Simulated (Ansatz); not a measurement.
In doubt: one-shot GW on d or f shells is unsure (in some of the runs), so the values of those runs are not to be relied on.

System: AgCSO3F3 (R-3).

```cif
data_structure
_symmetry_space_group_name_H-M 'P 1'
_symmetry_Int_Tables_number 1
_cell_length_a 11.3104
_cell_length_b 11.3104
_cell_length_c 11.3104
_cell_angle_alpha 27.163
_cell_angle_beta 27.163
_cell_angle_gamma 27.163
_cell_volume 266.04
loop_
_atom_site_label
_atom_site_type_symbol
_atom_site_fract_x
_atom_site_fract_y
_atom_site_fract_z
_atom_site_occupancy
Ag1 Ag 0.66483 0.66483 0.66483 1
Ag2 Ag 0.33517 0.33517 0.33517 1
C3 C 0.11646 0.11646 0.11646 1
C4 C 0.88354 0.88354 0.88354 1
S5 S 0.05910 0.05910 0.05910 1
S6 S 0.94090 0.94090 0.94090 1
O7 O 0.78311 0.03947 0.32151 1
O8 O 0.32151 0.78311 0.03947 1
O9 O 0.03947 0.32151 0.78311 1
O10 O 0.21689 0.96053 0.67849 1
O11 O 0.67849 0.21689 0.96053 1
O12 O 0.96053 0.67849 0.21689 1
F13 F 0.34879 0.16464 0.87673 1
F14 F 0.87673 0.34879 0.16464 1
F15 F 0.16464 0.87673 0.34879 1
F16 F 0.65121 0.83536 0.12327 1
F17 F 0.12327 0.65121 0.83536 1
F18 F 0.83536 0.12327 0.65121 1
```

Geometry: measured cell, ions relaxed with PBE. The runs that relaxed it are not among those shown.

Gaps computed with Ansatz 0.2.0 without a self-energy: PBE 2.69 eV, PBE+SOC 2.67 eV, r2SCAN 3.21 eV and HSE06 4.57 eV. The mean ε∞ by PBE perturbation theory is 2.48.

**Question.** Estimate the G0W0@PBE gap with 4×4×4 mesh, 1000 empty bands, screening to 140 eV, PAW set soft_1 files.

About 5.15 eV: on its mesh the run moves the gap from 2.79 eV by +2.46 eV, and the mesh misses the edges by 0.10 eV. Among the scalar-relativistic levels given, HSE06 is nearest (−0.58 eV). One-shot corrections scale roughly with one over ε∞, here 0.40. Bands and cutoff are finite, so the gap is not at the basis limit. The miss can reach some tenths of an eV and take either sign; the mesh is an error of its own. A d shell, filled or nearly so, lies near the gap. One-shot GW converges very slowly in bands there, not always from below, and on a semilocal start the gap tends to come out low; starts rich in exact exchange can overshoot instead. The many-body steps are scalar-relativistic: spin-orbit coupling is not in them.

[Paths, hosts, dates, memory and timing lines, banners, echoed tables and standing remarks are left out of the program output.]

[Logs are printed without paths, hosts, clocks, repeated set-up lines and the standing remarks that a program may print on its own settings, such as how far it seeks lower states.]

[Runs of the session that timed out or met a known fault of the program may be left out.]

[Cells called generated may have been cut or substituted from an entry of the Crystallography Open Database or the Materials Project.]

[Hosts, paths, dates, database ids (printed as entryN), source tags and the programs' standing remarks are cut or masked in the printed files.]
